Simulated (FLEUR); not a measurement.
LaBRh3: parallel and opposed starts. The structure is cubic, space group Pm-3m (No. 221). Conventional cell: a = 4.242 Å, b = 4.242 Å, c = 4.242 Å, α = 90.00°, β = 90.00°, γ = 90.00°. Nearest to La lie 12 Rh at 3.00 Å and 8 B at 3.67 Å. Nearest to B lie 6 Rh at 2.12 Å and 8 La at 3.67 Å. Nearest to Rh lie 2 B at 2.12 Å and 8 Rh at 3.00 Å and 4 La at 3.00 Å. Farther neighbours are not listed. The calculation used LDA (VWN); all-electron FLAPW, Dirac cores, scalar-relativistic bands in FLEUR MaX-R8.1, with kmax 4.26 1/bohr, gmax 12.8 1/bohr, muffin tin radii La: 2.8, B: 1.41, Rh: 2.5 bohr, lmax La: [10, 8], B: [6, 4], Rh: [10, 8], hist occupations, smearing width 0.08 eV, mixer Anderson, mixing 0.05, max iterations 90, stop 2.00e-5 me/bohr³, collinear spin, 6×6×6 k-mesh, mesh matched on, starting moments 0 0 1 1 1 μB in one of its runs. The lowest state found is non-magnetic (initial ferro +++) and the largest site spin moment is 0 μB. It took 3 runs, 2.2 min in all on 4 MPI ranks of AMD EPYC 9R45, shared host (the runs of this entry). The lowest state carries no moment above 0.15 μB, and no start kept one. Only 3 starts were tried; other patterns of signs, canted and longer-period orders were not.

[Hosts, paths, dates, database ids (printed as entryN), source tags and the programs' standing remarks are cut or masked in the printed files.]

[Where a cell is said to come from a database of computed structures, the database is the Materials Project.]
